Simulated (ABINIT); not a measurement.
Planning a run of ABINIT 10.8.3 on PtSe2 (P-3m1). The input:

```
acell 3*1.0 Angstrom
rprim 
  3.717306547987 0.000000000003 0.000000000000
  -1.858653273996 3.219281904210 0.000000000000
  0.000000000000 0.000000000000 5.820074020000
ntypat 2
znucl 78 34
natom 3
typat 1 2 2
xred 
  0.000000000000 0.000000000000 0.000000000000
  0.666666666667 0.333333333333 0.774611840000
  0.333333333333 0.666666666667 0.225388160000
pp_dirpath "pseudos"
pseudos "Pt.upf, Se.upf"
ecut 48
nspinor 2
ngkpt 3 3 2
nshiftk 1
shiftk 0 0 0
kptopt 1
chksymbreak 0
istwfk *1
occopt 1
irdwfk 1
optdriver 3
nband 190
ecuteps 4.4
inclvkb 0
awtr 1
symchi 1
indata_prefix "in"
outdata_prefix "out"
tmpdata_prefix "tmp"
```

```sh
OMP_NUM_THREADS=1 mpirun -n 4 abinit run.abi > log
```

**Question.** How long will it take on 4 MPI ranks of Arm Neoverse N1, shared host, and how much memory?

It took 5.3 min; on shared hardware allow 2.7 min to 11 min. Peak host memory was 2.8 GiB.

[Paths, hosts, dates, memory and timing lines, banners, echoed tables and standing remarks are left out of the program output.]

[Logs are printed without paths, hosts, clocks, repeated set-up lines and the standing remarks that a program may print on its own settings, such as how far it seeks lower states.]

[Runs of the session that timed out or met a known fault of the program may be left out.]

[Hosts, paths, dates, database ids (printed as entryN), source tags and the programs' standing remarks are cut or masked in the printed files.]

[G0W0 gaps are taken among the corrected bands and points alone; a level outside them can change the order at an edge.]

[Where Ansatz stands beside ABINIT at settings called matched, ABINIT's density can come from a denser mesh and the files from another edition; pairs whose starting gaps differed by over 0.03 eV were left out, so agreement reads better than it is.]
